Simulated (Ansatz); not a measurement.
# Y2CN2O2 (P-3m1): what size, symmetry and threads cost in G0W0

How does the cost of G0W0 grow with the cell? The test case is Y2CN2O2 (P-3m1).

Program: Ansatz 0.2.0. Level of theory: G0W0 on LDA, plane waves, PAW. Results are calculated unless marked as measured.

**1. Set-up**

The structure is trigonal, space group P-3m1 (No. 164). Conventional cell: a = 3.699 Å, b = 3.699 Å, c = 8.169 Å, α = 90.00°, β = 90.00°, γ = 120.00°. Y has 4 O at 2.22 to 2.29 Å and 3 N at 2.56 Å nearest. Nearest to C lie 2 N at 1.23 Å. N has 1 C at 1.23 Å and 3 Y at 2.56 Å nearest. O has 4 Y at 2.22 to 2.29 Å nearest. Farther neighbours and most contacts between anions are not listed.

As a file:

```xyz
7
Lattice="3.6990 0.0000 0.0000 -1.8495 3.2034 0.0000 0.0000 0.0000 8.1689" Properties=species:S:1:pos:R:3 pbc="T T T"
Y     0.0000    2.1356    5.5346
Y     1.8495    1.0678    2.6343
C     0.0000    0.0000    0.0000
N     0.0000    0.0000    1.2266
N     0.0000    0.0000    6.9423
O     0.0000    2.1356    3.2403
O     1.8495    1.0678    4.9286
```

The cell and positions are those that the Materials Project relaxed with its own functionals (PBE, PBE+U or r2SCAN), kept fixed. The default PAW set here is soft_2. Its files were made with PBE.

**2. 7 atoms (1×1×1 cells), 6×6×2 mesh**

Now the one-shot GW correction: screening in the RPA, then the self-energy of the levels asked for.

Contents of input.yaml:

```yaml
crystal:
  lattice:
    - [3.6989890966, 0.0, 0.0]
    - [-1.8494945483, 3.203418526, 0.0]
    - [0.0, 0.0, 8.16885521]
  atoms:
    - { symbol: "Y", position: [0.33333333, 0.66666667, 0.67751968] }
    - { symbol: "Y", position: [0.66666667, 0.33333333, 0.32248032] }
    - { symbol: C, position: [0.0, 0.0, 0.0] }
    - { symbol: "N", position: [0.0, 0.0, 0.15014994] }
    - { symbol: "N", position: [0.0, 0.0, 0.84985006] }
    - { symbol: O, position: [0.33333333, 0.66666667, 0.39665933] }
    - { symbol: O, position: [0.66666667, 0.33333333, 0.60334067] }
kpoints:
  mp_grid: { grid: [6, 6, 2] }
hamiltonian:
  xc: lda
scf:
  occupations: { method: fixed }
gw:
  n_empty_bands: 102
  ecut_chi: 60.0
  qp_bands: [v1, c1]
  qp_kpoints: band_edges
  screening: { model: contour_deformation }
```

On the command line:

```console
ansatz run input.yaml --threads 16 --pin off --max-ram 36864MiB --backend cpu --events-out ev --progress --plain --runs-dir out
```

Numbers of over 12 decimals in the logs are rounded to 6 here.

The program printed:

```text
Engine: ansatz 0.2.0, aarch64-unknown-linux-gnu
Pseudopotentials: kind: paw
Pseudopotential: Y, paw, valence charge 11, recommended cutoff 420 eV (normal), Y.paw.azcp
Pseudopotential: C, paw, valence charge 4, recommended cutoff 420 eV (normal), C.paw.azcp
Pseudopotential: N, paw, valence charge 5, recommended cutoff 420 eV (normal), N.paw.azcp
Pseudopotential: O, paw, valence charge 6, recommended cutoff 420 eV (normal), O.paw.azcp
Functional definition: SPW92
  exchange = slater_x
  correlation = pw_c
Crystal: 7 atoms, lattice volume = 96.796 Å³
Basis set: ecut = 420 eV, 1911 PW (Γ)
Bands: 31, of which v1, the nominal top of the filled ones, is band 24 counted from 1 (23 counted from 0)
Symmetry: 12 space group operations
Space group: P-3m1 (ITA 164), of the structure as read, at distance tolerance 4.6e-5 Å
k-points: 14 of 72
Non-local potential: Y, projectors of the file, l = 0: 3, l = 1: 2, l = 2: 2, l = 3: 1
Non-local potential: C, projectors of the file, l = 0: 2, l = 1: 2, l = 2: 1
Non-local potential: N, projectors of the file, l = 0: 2, l = 1: 2, l = 2: 1
Non-local potential: O, projectors of the file, l = 0: 2, l = 1: 2, l = 2: 1
PAW form: soft (Blöchl's): semilocal exchange-correlation on the pseudo side does not see the compensation charge
PAW frozen core: Y, regenerated for the run's functional, and the local potential with it (the file was generated under x = pbe(κ = 0.804, μ = 0.219515), c = pbe(β = 0.066725))
PAW frozen core: C, regenerated for the run's functional, and the local potential with it (the file was generated under x = pbe(κ = 0.804, μ = 0.219515), c = pbe(β = 0.066725))
PAW frozen core: N, regenerated for the run's functional, and the local potential with it (the file was generated under x = pbe(κ = 0.804, μ = 0.219515), c = pbe(β = 0.066725))
PAW frozen core: O, regenerated for the run's functional, and the local potential with it (the file was generated under x = pbe(κ = 0.804, μ = 0.219515), c = pbe(β = 0.066725))
PAW one-centre angular grid: Y, 590 points (default); XC on 64 Gauss nodes
PAW one-centre angular grid: C, 110 points (default); XC on 64 Gauss nodes
PAW one-centre angular grid: N, 110 points (default); XC on 64 Gauss nodes
PAW one-centre angular grid: O, 110 points (default); XC on 64 Gauss nodes
Initial density: superposition of atomic densities (neutral atoms: chi_scale 0, normalization atom), corrected by the library's trained network
Initial wavefunctions: pseudopotential atomic-orbital guess
Functional: x = slater, c = lda
SCF iter   1: F=—  HF=-9603.167394 eV  |F-HF|=—  |Δ(HF+E_count)|=         —  Δρ=1.31e-2  dr2=1.82e-1  ethr=1.77e-3  ⟨swp⟩=4.1  Hψ=1561  notcnv=0  defer=58
preconditioner: auto → Resta (q_TF=auto, 2.427 Å⁻¹)  ε∞=3.6  [insulator: Δε(μ)=3.597 eV  Ē_g=15.625 eV  n_scr=24 (ndim 8)  ℏωp=25.0 eV  f_vac=0.067  ε∞_Penn≈3.6]
SCF iter   2: F=—  HF=-9603.120991 eV  |F-HF|=—  |Δ(HF+E_count)|=   4.64e-2  Δρ=4.78e-3  dr2=2.03e-2  ethr=3.80e-4  ⟨swp⟩=2.0  Hψ=732  notcnv=0  defer=65
SCF iter   3: F=—  HF=-9603.116713 eV  |F-HF|=—  |Δ(HF+E_count)|=   4.28e-3  Δρ=2.23e-3  dr2=4.12e-3  ethr=4.23e-5  ⟨swp⟩=2.1  Hψ=597  notcnv=0  defer=69
SCF iter   4: F=—  HF=-9603.115617 eV  |F-HF|=—  |Δ(HF+E_count)|=   1.10e-3  Δρ=6.64e-4  dr2=3.43e-4  ethr=8.59e-6  ⟨swp⟩=2.1  Hψ=590  notcnv=0  defer=69
SCF iter   5: F=—  HF=-9603.115530 eV  |F-HF|=—  |Δ(HF+E_count)|=   8.67e-5  Δρ=1.83e-4  dr2=2.89e-5  ethr=7.14e-7  ⟨swp⟩=2.0  Hψ=569  notcnv=0  defer=68
SCF iter   6: F=—  HF=-9603.115527 eV  |F-HF|=—  |Δ(HF+E_count)|=   2.72e-6  Δρ=7.64e-5  dr2=4.94e-6  ethr=6.01e-8  ⟨swp⟩=2.0  Hψ=655  notcnv=0  defer=36
SCF iter   7: F=—  HF=-9603.115527 eV  |F-HF|=—  |Δ(HF+E_count)|=   9.44e-8  Δρ=1.43e-5  dr2=2.61e-7  ethr=1.03e-8  ⟨swp⟩=2.0  Hψ=559  notcnv=0  defer=36
SCF iter   8: F=-9603.115528 eV  HF=-9603.115528 eV  |F-HF|=5.04e-9  |Δ(HF+E_count)|=   6.34e-8  Δρ=3.12e-6  dr2=1.07e-8  ethr=2.08e-10  ⟨swp⟩=9.7  Hψ=1526  notcnv=0
SCF 1 converged in 8 iterations: F = -9603.115528 eV  dr2 = 1.07e-8
[...]
NSCF: frozen V_eff on 14 k-points
G₀W₀ screening: q 1/14
[... further progress lines ...]
SCF converged after 8 iterations
Free energy (F): -9603.115528 eV
Harris-Foulkes:  -9603.115528 eV  (|F-HF|=5.04e-9)
Internal energy: -9603.115528 eV  (E = F + TS)
E sigma→0 (E₀):  -9603.115528 eV
Fermi energy:    7.014830 eV
--- Per-component energies (eV) ---
  E_band       = -256.409897
  E_kinetic    = 1312.418464
  E_local      = -2877.792130  (includes V_loc(G=0)·N_el)
  E_nonlocal   = 331.311786
  E_hartree    = 1004.381495
  E_xc         = -655.799524
  E_vxc        = -795.814528  (∫ρ·V_xc dr)
  E_paw        = -6071.742136  (= ΣΔE_a)
  E_vpaw       = -235.301683  (= ΣTr[D̂ρ^β])
  E_aug_tail   = 0.005189  (compensation charges beyond the density's cutoff)
  E_ewald      = -2646.974608
  E_core_change = 1.075935  (= ΣΔE_core)
  E_smearing   = -0.000000  (= −TS)
  E_closure    = 0.000000  (closes the sum)
  Σ components = -9603.115528   (vs F -9603.115528, Δ=0.00e0)
--- Band table (eV; the first three rows and the last of 14) ---
  k-point 0: bands = [... 20 lower, 4.8202, 6.3199, 7.0148, 7.0148, 10.7319, 12.1871, 12.4775, 12.4775, ... 3 higher]
  k-point 1: bands = [... 20 lower, 4.4469, 6.1913, 6.9931, 6.9931, 10.9080, 12.2442, 12.4887, 12.4887, ... 3 higher]
  k-point 2: bands = [... 20 lower, 5.0633, 5.7726, 6.8540, 6.9833, 11.2290, 11.9575, 12.2625, 12.4009, ... 3 higher]
  k-point 13: bands = [... 20 lower, 5.2134, 6.2060, 6.2784, 6.2784, 11.1577, 12.5284, 12.6650, 12.6650, ... 3 higher]
--- G₀W₀: contour deformation, 6 samples at zero and on the imaginary axis and 1 off it, 72 q-points, 102 empty bands' worth ---
  eigenvalues of the whole cell's RPA ε∞ on this k-mesh (on a slab, of 1 + 4πα/V) = 3.5889, 3.5889, 4.8968; static W/v taken at q = 0 is 0.242791
  bands read: the sum over 126 bands ends inside a degenerate multiplet in 2 slots, whose members it reads at an even weight; the widest, k=1: bands 126 to 127 (counted from 1) at 1/2 each
  gw.qp_kpoints: band_edges: 14 of 14 stored k-points solved, in 1 pass; an edge of the gap read off the rows below is read off those points alone
    ik  band        ε_KS         Σx   Σc(E_QP)       V_xc       Z   E_QP_lin       E_QP  E_QP is
     0    24      7.0148   -21.3809     3.1304   -18.0119  0.7835     6.7757     6.7762  root
     0    25     10.7319    -5.1834    -3.7697    -9.9491  0.8433    11.7364    11.7280  root
     1    24      6.9931   -21.3270     3.1261   -17.9662  0.7835     6.7579     6.7584  root
     1    25     10.9080    -5.4956    -3.7571   -10.3103  0.8404    11.9753    11.9656  root
     2    24      6.9833   -22.5104     3.5259   -18.7563  0.7793     6.7546     6.7551  root
     2    25     11.2290    -5.9591    -3.8942   -11.0337  0.8356    12.4223    12.4094  root
     3    24      6.8751   -21.2362     3.1355   -17.8479  0.7833     6.6217     6.6223  root
     3    25     11.4246    -6.1550    -3.8877   -11.2608  0.8334    12.6567    12.6427  root
     4    24      6.7972   -22.8079     3.7076   -18.8365  0.7771     6.5327     6.5334  root
     4    25     11.7280    -8.2993    -4.0270   -13.8034  0.8192    13.2276    13.2051  root
     5    24      6.6624   -21.2900     3.2195   -17.7802  0.7820     6.3712     6.3721  root
     5    25     11.6717    -9.3753    -3.9299   -14.9259  0.8144    13.3193    13.2924  root
     6    24      6.6826   -22.8243     3.7585   -18.7780  0.7763     6.3940     6.3949  root
     6    25     11.6197    -8.6116    -4.0512   -14.1642  0.8174    13.1444    13.1211  root
[...]
11    25     11.4596    -9.2416    -3.9999   -14.8311  0.8160    13.0749    13.0492  root
    12    24      6.5227   -21.4615     3.3659   -17.7637  0.7803     6.1896     6.1908  root
    12    25     11.0953    -8.8030    -4.0281   -14.3602  0.8209    12.6470    12.6244  root
    13    24      6.2784   -21.2647     3.4068   -17.5314  0.7783     5.9506     5.9518  root
    13    25     11.1577    -8.8759    -4.0170   -14.4400  0.8201    12.7281    12.7047  root
```

The job ended after 8.1 s (16 threads of Arm Neoverse V2, shared host; peak memory 0.9 GiB).

The column dr2 measures how far the density is from self-consistency, as an energy; F and HF (Harris–Foulkes) agree once it is small.

Numbers from this step:

```
bands summed                                 : 126
RPA ε∞ on this mesh (eigenvalues)            : 3.589, 3.589, 4.897
plane waves in the screening matrix          : 101
q-points in the mesh                         : 72
G0W0 gap on the mesh                         : 4.952 eV
k of the valence top                         : 0, 0, 0
k of the conduction bottom                   : 0, 0, 0
starting gap on the mesh                     : 3.717 eV
Z at the valence top                         : 0.7835
Z at the conduction bottom                   : 0.8433
least direct G0W0 gap on the computed points : 4.952 eV
```

The gap on the mesh goes from 3.72 eV to 4.95 eV, a correction of +1.23 eV. Between the two edge states, bare exchange in place of the xc potential would open the gap by 8.13 eV, and correlation takes back 6.90 eV.

**3. No symmetry, 6×6×2 mesh**

Changes to input.yaml since step 2:

```diff
@@ -13,2 +13,3 @@
     - { symbol: O, position: [0.66666667, 0.33333333, 0.60334067] }
+  symmetry: { detect: false }
 kpoints:
```

The program printed:

```text
[...]
Crystal: 7 atoms, lattice volume = 96.796 Å³
Basis set: ecut = 420 eV, 1911 PW (Γ)
Bands: 31, of which v1, the nominal top of the filled ones, is band 24 counted from 1 (23 counted from 0)
Symmetry: 1 space group operations
k-points: 40 of 72 (time reversal used)
[...]
3    25     11.4246    -6.1550    -3.8877   -11.2608  0.8334    12.6567    12.6427  root
[...]
38    24      6.6826   -22.8242     3.7585   -18.7780  0.7763     6.3940     6.3949  root
    38    25     11.6197    -8.6116    -4.0512   -14.1642  0.8174    13.1444    13.1211  root
    39    24      6.4895   -20.6251     3.0692   -17.2227  0.7830     6.1552     6.1564  root
    39    25     11.6880    -9.5114    -3.9702   -15.0722  0.8122    13.3054    13.2786  root
[key lines of the parts left out:]
SCF converged after 8 iterations
Free energy (F): -9603.115528 eV
Fermi energy:    7.014838 eV
```

Run time: 46 s. Hardware: 16 threads; peak memory 1.7 GiB; 8.9 min of CPU time.

Numbers from this step:

```yaml
bands_summed: 126
rpa_eps_infinity_on_this_mesh_eigenvalues: 3.589, 3.589, 4.897
plane_waves_in_the_screening_matrix: 101
g0w0_gap_on_the_mesh: 4.952 eV
k_of_the_valence_top: 0, 0, 0
k_of_the_conduction_bottom: 0, 0, 0
starting_gap_on_the_mesh: 3.717 eV
least_direct_g0w0_gap_on_the_computed_points: 4.952 eV
```

Against the run with 6×6×2 mesh, 102 empty bands, screening to 60 eV, the gap moves by +0.000 eV.

**4. 1 thread, 6×6×2 mesh**

Changes to input.yaml since step 3:

```diff
@@ -13,3 +13,2 @@
     - { symbol: O, position: [0.66666667, 0.33333333, 0.60334067] }
-  symmetry: { detect: false }
 kpoints:
```

On the command line:

```console
ansatz run input.yaml --threads 1 --pin off --max-ram 36864MiB --backend cpu --events-out ev --progress --plain --runs-dir out
```

The program printed:

```text
[...]
Crystal: 7 atoms, lattice volume = 96.796 Å³
Basis set: ecut = 420 eV, 1911 PW (Γ)
Bands: 31, of which v1, the nominal top of the filled ones, is band 24 counted from 1 (23 counted from 0)
Symmetry: 12 space group operations
[...]
k-points: 14 of 72
[...]
3    25     11.4246    -6.1550    -3.8877   -11.2608  0.8334    12.6567    12.6427  root
[...]
12    24      6.5227   -21.4615     3.3659   -17.7637  0.7803     6.1896     6.1908  root
    12    25     11.0953    -8.8030    -4.0281   -14.3602  0.8209    12.6470    12.6244  root
    13    24      6.2784   -21.2647     3.4068   -17.5314  0.7783     5.9506     5.9518  root
    13    25     11.1577    -8.8759    -4.0170   -14.4400  0.8201    12.7281    12.7047  root
[key lines of the parts left out:]
SCF converged after 8 iterations
Free energy (F): -9603.115528 eV
Fermi energy:    7.014830 eV
```

Run time: 62 s. Hardware: 1 thread; peak memory 0.39 GiB.

Numbers from this step:

* bands summed: 126
* RPA ε∞ on this mesh (eigenvalues): 3.589, 3.589, 4.897
* plane waves in the screening matrix: 101
* G0W0 gap on the mesh: 4.952 eV
* k of the valence top: 0, 0, 0
* k of the conduction bottom: 0, 0, 0
* starting gap on the mesh: 3.717 eV
* least direct G0W0 gap on the computed points: 4.952 eV

Against the run with 6×6×2 mesh, 102 empty bands, screening to 60 eV, the gap moves by +0.000 eV.

**5. 2 threads, 6×6×2 mesh**

input.yaml is that of step 4.

On the command line:

```console
ansatz run input.yaml --threads 2 --pin off --max-ram 36864MiB --backend cpu --events-out ev --progress --plain --runs-dir out
```

The program printed:

```text
[...]
Crystal: 7 atoms, lattice volume = 96.796 Å³
Basis set: ecut = 420 eV, 1911 PW (Γ)
Bands: 31, of which v1, the nominal top of the filled ones, is band 24 counted from 1 (23 counted from 0)
Symmetry: 12 space group operations
[...]
k-points: 14 of 72
[...]
3    25     11.4246    -6.1550    -3.8877   -11.2608  0.8334    12.6567    12.6427  root
[...]
12    24      6.5227   -21.4615     3.3659   -17.7637  0.7803     6.1896     6.1908  root
    12    25     11.0953    -8.8030    -4.0281   -14.3602  0.8209    12.6470    12.6244  root
    13    24      6.2784   -21.2647     3.4068   -17.5314  0.7783     5.9506     5.9518  root
    13    25     11.1577    -8.8759    -4.0170   -14.4400  0.8201    12.7281    12.7047  root
[key lines of the parts left out:]
SCF converged after 8 iterations
Free energy (F): -9603.115528 eV
Fermi energy:    7.014830 eV
```

Wall time 33 s (2 threads); peak memory 0.4 GiB.

(Unchanged from step 3.)

Against the run with 6×6×2 mesh, 102 empty bands, screening to 60 eV, the gap moves by +0.000 eV.

**6. 4 threads, 6×6×2 mesh**

input.yaml is that of step 5.

On the command line:

```console
ansatz run input.yaml --threads 4 --pin off --max-ram 36864MiB --backend cpu --events-out ev --progress --plain --runs-dir out
```

The program printed:

```text
[...]
Crystal: 7 atoms, lattice volume = 96.796 Å³
Basis set: ecut = 420 eV, 1911 PW (Γ)
Bands: 31, of which v1, the nominal top of the filled ones, is band 24 counted from 1 (23 counted from 0)
Symmetry: 12 space group operations
[...]
k-points: 14 of 72
[...]
3    25     11.4246    -6.1550    -3.8877   -11.2608  0.8334    12.6567    12.6427  root
[...]
12    24      6.5227   -21.4615     3.3659   -17.7637  0.7803     6.1896     6.1908  root
    12    25     11.0953    -8.8030    -4.0281   -14.3602  0.8209    12.6470    12.6244  root
    13    24      6.2784   -21.2647     3.4068   -17.5314  0.7783     5.9506     5.9518  root
    13    25     11.1577    -8.8759    -4.0170   -14.4400  0.8201    12.7281    12.7047  root
[key lines of the parts left out:]
SCF converged after 8 iterations
Free energy (F): -9603.115528 eV
Fermi energy:    7.014830 eV
```

Wall time 18 s (4 threads); peak memory 0.48 GiB.

Numbers from this step:

- bands summed: 126
- RPA ε∞ on this mesh (eigenvalues): 3.589, 3.589, 4.897
- plane waves in the screening matrix: 101
- G0W0 gap on the mesh: 4.952 eV
- k of the valence top: 0, 0, 0
- k of the conduction bottom: 0, 0, 0
- starting gap on the mesh: 3.717 eV
- least direct G0W0 gap on the computed points: 4.952 eV

Against the run with 6×6×2 mesh, 102 empty bands, screening to 60 eV, the gap moves by +0.000 eV.

**7. 8 threads, 6×6×2 mesh**

input.yaml is that of step 6.

On the command line:

```console
ansatz run input.yaml --threads 8 --pin off --max-ram 36864MiB --backend cpu --events-out ev --progress --plain --runs-dir out
```

The program printed:

```text
[...]
Crystal: 7 atoms, lattice volume = 96.796 Å³
Basis set: ecut = 420 eV, 1911 PW (Γ)
Bands: 31, of which v1, the nominal top of the filled ones, is band 24 counted from 1 (23 counted from 0)
Symmetry: 12 space group operations
[...]
k-points: 14 of 72
[...]
3    25     11.4246    -6.1550    -3.8877   -11.2608  0.8334    12.6567    12.6427  root
[...]
12    24      6.5227   -21.4615     3.3659   -17.7637  0.7803     6.1896     6.1908  root
    12    25     11.0953    -8.8030    -4.0281   -14.3602  0.8209    12.6470    12.6244  root
    13    24      6.2784   -21.2647     3.4068   -17.5314  0.7783     5.9506     5.9518  root
    13    25     11.1577    -8.8759    -4.0170   -14.4400  0.8201    12.7281    12.7047  root
[key lines of the parts left out:]
SCF converged after 8 iterations
Free energy (F): -9603.115528 eV
Fermi energy:    7.014830 eV
```

The job ended after 11 s (8 threads; peak memory 0.66 GiB; 74 s of CPU time).

(Unchanged from step 3.)

Against the run with 6×6×2 mesh, 102 empty bands, screening to 60 eV, the gap moves by +0.000 eV.

(Part 1 of 2 ends here.)

[Paths, hosts, dates, memory and timing lines, banners, echoed tables and standing remarks are left out of the program output.]

[Logs are printed without paths, hosts, clocks, repeated set-up lines and the standing remarks that a program may print on its own settings, such as how far it seeks lower states.]

[Runs of the session that timed out or met a known fault of the program may be left out.]

[Cells called generated may have been cut or substituted from an entry of the Crystallography Open Database or the Materials Project.]

[Hosts, paths, dates, database ids (printed as entryN), source tags and the programs' standing remarks are cut or masked in the printed files.]
